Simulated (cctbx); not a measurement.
# Sc2Zn3Fe3Ge3 with cctbx, script by script

Library: cctbx 2025.11. The data are simulated by the first script.

## 1. Simulate the data

run.py:

```python
from cctbx import adptbx, crystal, miller, sgtbx, xray
from cctbx.array_family import flex
from iotbx.shelx import hklf
from scitbx import matrix
import scitbx.random

cs = crystal.symmetry(unit_cell=(7.229, 7.229, 3.856, 90, 90, 120), space_group_symbol='Hall: P -6 -2')  # P-62m
atoms = [  # label, site, U (iso, or U11 U22 U33 U12 U13 U23 in A^2), occupancy
    ("Ge1", (0, 0.388, 0.5), 0.0125, 1),
    ("Zn1", (0, 0.1954, 0), 0.0146, 1),
    ("Fe1", (0, 0.7109, 0.5), 0.0142, 1),
    ("Sc1", (2/3, 1/3, 0), 0.0179, 1),
]
xs = xray.structure(crystal_symmetry=cs)
for label, site, u, occ in atoms:
    u = adptbx.u_cif_as_u_star(cs.unit_cell(), u) if isinstance(u, tuple) else u
    xs.add_scatterer(xray.scatterer(label, site=site, u=u, occupancy=occ))
xs.set_inelastic_form_factors(1.54184, "sasaki")
xs.show_summary()
p1 = xs.expand_to_p1()
ms = miller.build_set(p1, anomalous_flag=True, d_min=0.83)
flex.set_random_seed(331079)
scitbx.random.set_random_seed(331079)
ms = ms.select(flex.random_double(ms.size()) < 0.7)
i = ms.structure_factors_from_scatterers(p1, algorithm="direct").f_calc().as_intensity_array().data()
i = i * 5000 / flex.max(i)
sig = flex.sqrt(i + flex.pow2(0.02 * i) + 15 ** 2)
noise = scitbx.random.variate(scitbx.random.normal_distribution())(i.size())
data = ms.array(data=i + sig * noise, sigmas=sig).set_observation_type_xray_intensity()
with open("data.hkl", "w") as f:
    data.export_as_shelx_hklf(f)
print("reflections written:", data.size(), " <I/sigma> = %.1f" % flex.mean(data.data() / data.sigmas()))
for h, a, b in list(data.sort("data"))[:12]:
    print("%4d%4d%4d %9.1f %7.1f" % (h + (a, b)))
```

```console
$ python run.py
```

```text
Number of scatterers: 4
At special positions: 4
Unit cell: (7.229, 7.229, 3.856, 90, 90, 120)
Space group: P -6 2 m (No. 189)
reflections written: 881  <I/sigma> = 7.5
   0   0  -2    4894.8   123.4
   0   0   2    4835.5   123.4
   3   0   0    1289.8    45.4
   0   0  -4    1261.0    45.6
   0  -3   0    1260.3    45.4
  -1   2  -1    1235.4    43.6
  -1  -2   1    1225.9    42.5
   2   1  -1    1213.1    43.7
   0   3   0    1197.5    45.4
  -3   1   1    1194.4    43.7
   3  -3   0    1191.1    45.4
  -3   3   0    1188.5    45.4
```

Run time: 0.22 s on 1 thread of Arm Neoverse V2, with other jobs on the host, peak memory 0.07 GiB.

## 2. Symmetry

run.py:

```python
from cctbx import crystal, sgtbx, statistics
from cctbx.array_family import flex
from iotbx.shelx import hklf

p1 = crystal.symmetry(unit_cell=(7.229, 7.229, 3.856, 90, 90, 120), space_group_symbol="P 1")
raw = hklf.reader(file_name="data.hkl").as_miller_arrays(crystal_symmetry=p1, anomalous=True)[0]
print(raw.size(), "reflections to d = %.3f A" % raw.d_min())
isig = raw.data() / raw.sigmas()
print("centring   violations  <I/sigma> of those")
best = "P"
for c in "ABCIRF":
    a = raw.customized_copy(space_group_info=sgtbx.space_group_info("Hall: %s 1" % c)).sys_absent_flags().data()
    m = flex.mean(isig.select(a))
    print("%5s %10d of %5d %8.1f" % (c, (isig.select(a) > 4).count(True), a.count(True), m))
    if (isig.select(a) > 4).count(True) < 0.01 * a.count(True):
        best = c
raw = raw.select(~raw.customized_copy(space_group_info=sgtbx.space_group_info("Hall: %s 1" % best)).sys_absent_flags().data())
isig = raw.data() / raw.sigmas()
rows = []
for s in sgtbx.space_group_symbol_iterator():
    g = sgtbx.space_group(s)
    if g.conventional_centring_type_symbol() != best or not g.is_compatible_unit_cell(p1.unit_cell(), 1e-3, 0.02):
        continue
    rows.append((s, g))
print("Laue class    unique    Rint  (classes that these axes allow; Friedel mates merged)")
rint = {}
for s, g in rows:
    laue = g.build_derived_patterson_group()
    key = laue.type().hall_symbol()
    if key not in rint:
        m = raw.customized_copy(space_group_info=laue.info(), anomalous_flag=False).merge_equivalents()
        rint[key] = m.r_int()
        print("%-14s %6d %7.3f" % (laue.type().lookup_symbol(), m.array().size(), m.r_int()))
floor = min(rint.values())
good = [(s, g) for s, g in rows if rint[g.build_derived_patterson_group().type().hall_symbol()] < 2 * floor + 0.03]
top = max(g.build_derived_patterson_group().order_z() for s, g in good)
print("space group    extra absences  I>4sigma  <I/sigma>")
for s, g in good:
    laue = g.build_derived_patterson_group()
    if laue.order_z() != top:
        continue
    a = raw.customized_copy(space_group_info=g.info()).sys_absent_flags().data()
    a &= ~raw.customized_copy(space_group_info=laue.info()).sys_absent_flags().data()
    bad = (isig.select(a) > 4).count(True)
    if bad <= 0.03 * a.count(True):
        print("%-16s %8d %10d %9s  %s" % (s.universal_hermann_mauguin(), a.count(True), bad, "%.1f" % flex.mean(isig.select(a)) if a.count(True) else "-", "centric" if g.is_centric() else "acentric"))
laue = max(good, key=lambda t: t[1].build_derived_patterson_group().order_z())[1].build_derived_patterson_group()
f = raw.customized_copy(space_group_info=laue.info(), anomalous_flag=False).merge_equivalents().array().eliminate_sys_absent().f_sq_as_f()
f.set_observation_type_xray_amplitude()
bins = max(3, min(8, f.size() // 12))
f.setup_binner(n_bins=bins)
w = statistics.wilson_plot(f, {e: n / laue.order_z() for e, n in {'Ge': 3.0, 'Zn': 3.0, 'Fe': 3.0, 'Sc': 2.0}.items()}, e_statistics=True)
print("Wilson B = %.2f A^2   <|E^2-1|> = %.3f (0.968 centric, 0.736 acentric)   E^2>4: %.1f %%" % (w.wilson_b, w.mean_e_sq_minus_1, w.percent_e_sq_gt_2))
print("shell (A)         n   <I/sigma>")
m = raw.customized_copy(space_group_info=laue.info(), anomalous_flag=False).merge_equivalents().array().eliminate_sys_absent()
for b in m.setup_binner(n_bins=bins).range_used():
    sel = m.binner().selection(b)
    print("%5.2f - %4.2f %6d %8.1f" % (min(m.binner().bin_d_range(b)[0] if m.binner().bin_d_range(b)[0] > 0 else 99, 99), m.binner().bin_d_range(b)[1], sel.count(True), flex.mean((m.data() / m.sigmas()).select(sel))))
```

```console
$ python run.py
```

```text
881 reflections to d = 0.843 A
centring   violations  <I/sigma> of those
    A        278 of   447      6.9
    B        267 of   436      6.8
    C        289 of   447      7.6
    I        266 of   444      6.7
    R        352 of   593      7.4
    F        417 of   665      7.1
Laue class    unique    Rint  (classes that these axes allow; Friedel mates merged)
P -1              573   0.092
P 1 1 2/m         363   0.096
P -3              214   0.103
P -3 1 m          126   0.106
P -3 m 1          135   0.109
P 6/m             125   0.109
P 6/m m m          86   0.110
space group    extra absences  I>4sigma  <I/sigma>
P 6 2 2                 0          0         -  acentric
P 6 m m                 0          0         -  acentric
P -6 m 2                0          0         -  acentric
P -6 2 m                0          0         -  acentric
P 6/m m m               0          0         -  centric
Wilson B = 1.15 A^2   <|E^2-1|> = 0.672 (0.968 centric, 0.736 acentric)   E^2>4: 0.0 %
shell (A)         n   <I/sigma>
 6.26 - 1.60     17     26.9
 1.60 - 1.28     12     18.3
 1.28 - 1.12     13     19.5
 1.12 - 1.02      9     16.1
 1.02 - 0.94     11     17.1
 0.94 - 0.89     12      9.3
 0.89 - 0.84     12     17.7
```

Time: 0.26 s.

## 3. Patterson map

run.py:

```python
from cctbx import crystal, maptbx
from iotbx.shelx import hklf

cs = crystal.symmetry(unit_cell=(7.229, 7.229, 3.856, 90, 90, 120), space_group_symbol='Hall: P -6 -2')  # P-62m
raw = hklf.reader(file_name="data.hkl").as_miller_arrays(crystal_symmetry=cs, anomalous=True)[0]
merged = raw.eliminate_sys_absent().merge_equivalents()
fo2 = merged.array().set_observation_type_xray_intensity()
f = fo2.average_bijvoet_mates().f_sq_as_f()
pm = f.patterson_map(symmetry_flags=maptbx.use_space_group_symmetry, sharpening=False, resolution_factor=0.25)
peaks = pm.peak_search(parameters=maptbx.peak_search_parameters(min_distance_sym_equiv=0.4, max_clusters=14)).all()
top = peaks.heights()[0]
print("Patterson group", f.patterson_symmetry().space_group_info())
print("      u       v       w   height  length (A)")
for x, h in zip(peaks.sites(), peaks.heights()):
    y = [t - round(t) for t in x]
    print("%7.3f %7.3f %7.3f %8.1f %8.2f" % (x + (1000 * h / top, cs.unit_cell().length(y))))
```

```console
$ python run.py
```

```text
Patterson group P 6/m m m
      u       v       w   height  length (A)
  0.000   0.000   0.000   1000.0     0.00
  0.197   0.598   0.500    192.5     4.28
  0.247   0.623   0.000    149.5     3.93
  0.000   0.310   0.500    134.4     2.96
  0.000   0.500   0.500    128.9     4.10
  0.308   0.616   0.000    114.5     4.34
  0.117   0.406   0.000    112.1     2.62
  0.000   0.215   0.500    110.7     2.48
  0.000   0.333   0.000     92.7     2.41
  0.198   0.396   0.000     81.1     2.48
  0.144   0.288   0.500     72.8     2.64
  0.333   0.667   0.279    -14.6     4.31
  0.000   0.168   0.000    -15.8     1.22
  0.054   0.108   0.255    -15.9     1.19
```

Time: 0.23 s.

## 4. Charge flipping

run.py:

```python
import itertools
from cctbx import crystal, maptbx
from cctbx.array_family import flex
from iotbx.shelx import hklf
from smtbx.ab_initio import charge_flipping as cf

cs = crystal.symmetry(unit_cell=(7.229, 7.229, 3.856, 90, 90, 120), space_group_symbol='Hall: P -6 -2')  # P-62m
raw = hklf.reader(file_name="data.hkl").as_miller_arrays(crystal_symmetry=cs, anomalous=True)[0]
merged = raw.eliminate_sys_absent().merge_equivalents()
fo2 = merged.array().set_observation_type_xray_intensity()
f = fo2.average_bijvoet_mates().f_sq_as_f().resolution_filter(d_min=0.9)
p1 = f.expand_to_p1()
work = p1
flex.set_random_seed(26294)
it = cf.weak_reflection_improved_iterator(delta=None, weak_reflection_fraction=0.3)
it.start(work, phases=flex.random_double(p1.size()) * 6.2832, f_000=0)
it.delta = 1.2 * it.rho_map.sigma()
print("cycle      R  skewness")
for n, st in enumerate(itertools.islice(it, 300)):
    if n % 25 == 0:
        print("%5d %6.3f %8.2f" % (n, st.r1_factor(), st.rho_map.skewness()))
rho = p1.phase_transfer(it.f_calc).fft_map().apply_volume_scaling()
polish = cf.low_density_elimination_iterator(constant_rho_c=rho.sigma())
polish.start(f_obs=p1, phases=it.f_calc, f_000=0)
for _ in range(8):
    next(polish)
print("origin shift          correlation  skewness")
maps = []
for fc, shift, cc in itertools.islice(cf.f_calc_symmetrisations(f, polish.f_calc, 0), 4):
    m = f.phase_transfer(fc).fft_map(symmetry_flags=maptbx.use_space_group_symmetry, resolution_factor=0.25).apply_sigma_scaling()
    maps.append((m.skewness(), cc, m))
    print("%6.3f %6.3f %6.3f %10.3f %9.2f" % (tuple(shift) + (cc, m.skewness())))
skew, cc, m = max((t for t in maps if t[1] > maps[0][1] - 0.04), key=lambda t: t[0])
print("taken: symmetry correlation %.3f, skewness %.2f" % (cc, skew))
peaks = m.peak_search(parameters=maptbx.peak_search_parameters(min_distance_sym_equiv=0.9, max_clusters=9)).all()
sps = cs.special_position_settings(min_distance_sym_equiv=0.5)
print("peak      x       y       z  mult  height/sigma")
for k, (x, h) in enumerate(zip(peaks.sites(), peaks.heights())):
    ss = sps.site_symmetry(x)
    print("Q%-3d %7.4f %7.4f %7.4f %4d %8.1f" % ((k + 1,) + tuple(t % 1 for t in ss.exact_site()) + (ss.multiplicity(), h)))
```

```console
$ python run.py
```

```text
cycle      R  skewness
    0  0.523     0.28
   25  0.368     2.32
   50  0.261     2.92
   75  0.266     2.86
  100  0.246     2.81
  125  0.262     2.76
  150  0.266     2.68
  175  0.248     2.83
  200  0.281     2.59
  225  0.265     2.63
  250  0.258     2.78
  275  0.246     2.64
origin shift          correlation  skewness
 0.339  0.906  0.438      0.906      1.83
 0.501  0.905  0.442      0.898      2.15
 0.483  0.071  0.075      0.882      1.05
 0.058  0.642  0.443      0.883      1.91
taken: symmetry correlation 0.898, skewness 2.15
peak      x       y       z  mult  height/sigma
Q1    0.0000  0.1915  0.5000    3      9.4
Q2    0.0000  0.0000  0.0000    1      8.4
Q3    0.0000  0.4976  0.5000    3      3.9
Q4    0.1546  0.7732  0.0000    6      3.6
Q5    0.2343  0.6607  0.0000    6      3.3
Q6    0.1358  0.6920  0.5000    6      2.3
Q7    0.0000  0.6667  0.0000    3      2.1
Q8    0.0000  0.3798  0.2332    6      2.1
Q9    0.3333  0.6667  0.2851    4      2.1
```

Time: 0.3 s.

## 5. Refinement (model from the peaks)

run.py:

```python
import math
from cctbx import adptbx, crystal, maptbx, sgtbx, xray
from cctbx.array_family import flex
from cctbx.xray import observations
from iotbx.shelx import hklf
from scitbx.lstbx import normal_eqns_solving
from smtbx import absolute_structure, utils
from smtbx.refinement import constraints, least_squares

cs = crystal.symmetry(unit_cell=(7.229, 7.229, 3.856, 90, 90, 120), space_group_symbol='Hall: P -6 -2')  # P-62m
atoms = [  # label, site, U (iso, or U11 U22 U33 U12 U13 U23 in A^2), occupancy
    ("Fe1", (0, 0.1915, 0.5), 0.0200, 1),
    ("Zn1", (0, 0, 0), 0.0200, 1),
    ("Ge1", (0, 0.4976, 0.5), 0.0200, 1),
]
xs = xray.structure(crystal_symmetry=cs)
for label, site, u, occ in atoms:
    u = adptbx.u_cif_as_u_star(cs.unit_cell(), u) if isinstance(u, tuple) else u
    xs.add_scatterer(xray.scatterer(label, site=site, u=u, occupancy=occ))
xs.set_inelastic_form_factors(1.54184, "sasaki")
raw = hklf.reader(file_name="data.hkl").as_miller_arrays(crystal_symmetry=cs, anomalous=True)[0]
merged = raw.eliminate_sys_absent().merge_equivalents()
fo2 = merged.array().set_observation_type_xray_intensity()
print("Rint %.3f, %d unique reflections to %.2f A" % (merged.r_int(), fo2.size(), fo2.d_min()))
for sc in xs.scatterers():
    sc.flags.set_grad_site(True)
    sc.flags.set_grad_u_aniso(sc.flags.use_u_aniso())
    sc.flags.set_grad_u_iso(sc.flags.use_u_iso())
obs = fo2.as_xray_observations()
extra = {}
rep = constraints.reparametrisation(xs, [], utils.connectivity_table(xs), **extra)
ls = least_squares.crystallographic_ls(obs, rep, weighting_scheme=least_squares.mainstream_shelx_weighting(a=0, b=0))
print("cycle     R1     wR2    GooF  max shift (A)")
for cycle in range(6):
    ls.build_up()
    r1, wr2, goof = ls.r1_factor(cutoff_factor=2)[0], ls.wR2(), ls.goof()
    old = xs.sites_cart()
    normal_eqns_solving.levenberg_marquardt_iterations(ls, n_max_iterations=3, tau=0.0001, step_threshold=1e-7)
    big = flex.max((xs.sites_cart() - old).norms())
    print("%4d %7.4f %7.4f %7.3f %9.5f" % (cycle + 1, r1, wr2, goof, big))
    ls.build_up(objective_only=True)
    if abs(ls.wR2() - wr2) < 5e-5 and big < 5e-4:
        break
ls.build_up()
print("final R1 %.4f wR2 %.4f GooF %.3f  parameters %d  data/parameter %.1f" % (ls.r1_factor(cutoff_factor=2)[0], ls.wR2(), ls.goof(), ls.n_parameters, fo2.size() / ls.n_parameters))
cov = ls.covariance_matrix_and_annotations()
su = dict(zip(cov.annotations, (math.sqrt(max(v, 0)) for v in cov.matrix.matrix_packed_u_diagonal())))
a2 = cs.unit_cell().reciprocal_parameters()[0] ** -2
print("atom        x        y        z      Ueq    occ   su(xyz)  su(Uiso or U11)")
for sc in xs.scatterers():
    s = max(su.get(sc.label + k, 0) for k in (".x", ".y", ".z"))
    npd = "" if sc.is_positive_definite_u(cs.unit_cell()) else "  NPD"
    print("%-5s %8.5f %8.5f %8.5f %8.4f %6.3f %8.5f %7.4f%s" % ((sc.label,) + sc.site + (sc.u_iso_or_equiv(cs.unit_cell()), sc.occupancy, s, su.get(sc.label + ".uiso", su.get(sc.label + ".u11", 0) * a2), npd)))
fo = fo2.f_sq_as_f()
fc = fo.structure_factors_from_scatterers(xs, algorithm="direct").f_calc()
diff = fo.f_obs_minus_f_calc(1 / math.sqrt(ls.scale_factor()), fc).average_bijvoet_mates()
m = diff.fft_map(symmetry_flags=maptbx.use_space_group_symmetry, resolution_factor=0.25).apply_volume_scaling()
print("difference map: max %.2f min %.2f rms %.2f" % (m.statistics().max(), m.statistics().min(), m.statistics().sigma()))
peaks = m.peak_search(parameters=maptbx.peak_search_parameters(min_distance_sym_equiv=0.6, max_clusters=6)).all()
near = xs.closest_distances(peaks.sites(), distance_cutoff=4)
sps = cs.special_position_settings(min_distance_sym_equiv=0.5)
for k, (x, h) in enumerate(zip(peaks.sites(), peaks.heights())):
    ss = sps.site_symmetry(x)
    print("Q%-3d %7.4f %7.4f %7.4f %4d %7.2f  %.2f A from %s" % ((k + 1,) + tuple(t % 1 for t in ss.exact_site()) + (ss.multiplicity(), h, near.smallest_distances[k], xs.scatterers()[near.i_seqs[k]].label)))
```

```console
$ python run.py
```

```text
Rint 0.077, 141 unique reflections to 0.84 A
cycle     R1     wR2    GooF  max shift (A)
   1  0.5897  0.9001  21.012   0.31588
   2  0.5112  0.8444  19.713   0.06426
   3  0.5101  0.8382  19.569   0.09347
   4  0.5004  0.8266  19.296   0.28202
   5  0.4871  0.8086  18.877   0.28149
   6  0.3941  0.6971  16.275   0.23385
final R1 0.3492 wR2 0.6397 GooF 14.933  parameters 5  data/parameter 28.2
atom        x        y        z      Ueq    occ   su(xyz)  su(Uiso or U11)
Fe1    0.00000  0.26810  0.50000   0.0438  1.000  0.00700  0.0145
Zn1    0.00000  0.00000  0.00000   0.0458  1.000  0.00000  0.0218
Ge1    0.00000  0.62989  0.50000   0.0122  1.000  0.00287  0.0057
difference map: max 24.34 min -14.59 rms 2.95
Q1    0.0000  0.7911  0.0000    3   25.29  1.51 A from Zn1
Q2    0.0000  0.5756  0.0000    3   17.73  1.97 A from Ge1
Q3    0.1331  0.4643  0.0000    6   12.45  2.30 A from Fe1
Q4    0.0000  0.0958  0.0000    3   11.39  0.69 A from Zn1
Q5    0.0000  0.6267  0.5000    3   11.06  0.02 A from Ge1
Q6    0.0000  0.2966  0.5000    3   11.04  0.21 A from Fe1
```

Time: 0.55 s.

Figures of merit this high mean that the model is still wrong or incomplete.

## 6. Charge flipping

run.py, as its changes from the last script of this kind:

```diff
@@ -13,2 +13,3 @@
-work = p1
-flex.set_random_seed(26294)
+p1.setup_binner_counting_sorted(reflections_per_bin=max(40, p1.size() // 12))
+work = p1.array(data=p1.data() / p1.amplitude_quasi_normalisations().data())
+flex.set_random_seed(26295)
@@ -19,2 +20,2 @@
-for n, st in enumerate(itertools.islice(it, 300)):
-    if n % 25 == 0:
+for n, st in enumerate(itertools.islice(it, 600)):
+    if n % 50 == 0:
```

```console
$ python run.py
```

```text
cycle      R  skewness
    0  0.531     0.09
   50  0.382     2.17
  100  0.393     1.97
  150  0.387     1.93
  200  0.393     2.17
  250  0.399     2.13
  300  0.391     2.10
  350  0.387     2.28
  400  0.408     2.21
  450  0.382     2.10
  500  0.378     2.01
  550  0.375     2.07
origin shift          correlation  skewness
 0.318  0.148  0.011      0.922      2.85
 0.538  0.327 -0.004      0.909      1.43
 0.525  0.563 -0.012      0.899      1.21
 0.844  0.891 -0.003      0.903      2.03
taken: symmetry correlation 0.922, skewness 2.85
peak      x       y       z  mult  height/sigma
Q1    0.0000  0.0000  0.5000    1     11.8
Q2    0.0000  0.2196  0.0000    3      8.2
Q3    0.0000  0.3741  0.5000    3      4.7
Q4    0.2328  0.5527  0.5000    6      3.5
Q5    0.0000  0.6556  0.0000    3      3.3
Q6    0.0000  0.7302  0.5000    3      2.2
Q7    0.0000  0.4025  0.0000    3      1.9
Q8    0.0000  0.1252  0.2189    6      1.9
Q9    0.1614  0.7759  0.5000    6      1.8
```

Run time: 0.33 s on 1 thread of Arm Neoverse V2 (shared host), peak memory 0.07 GiB.

[Logs are printed without paths, hosts, clocks, repeated set-up lines and the standing remarks that a program may print on its own settings, such as how far it seeks lower states.]
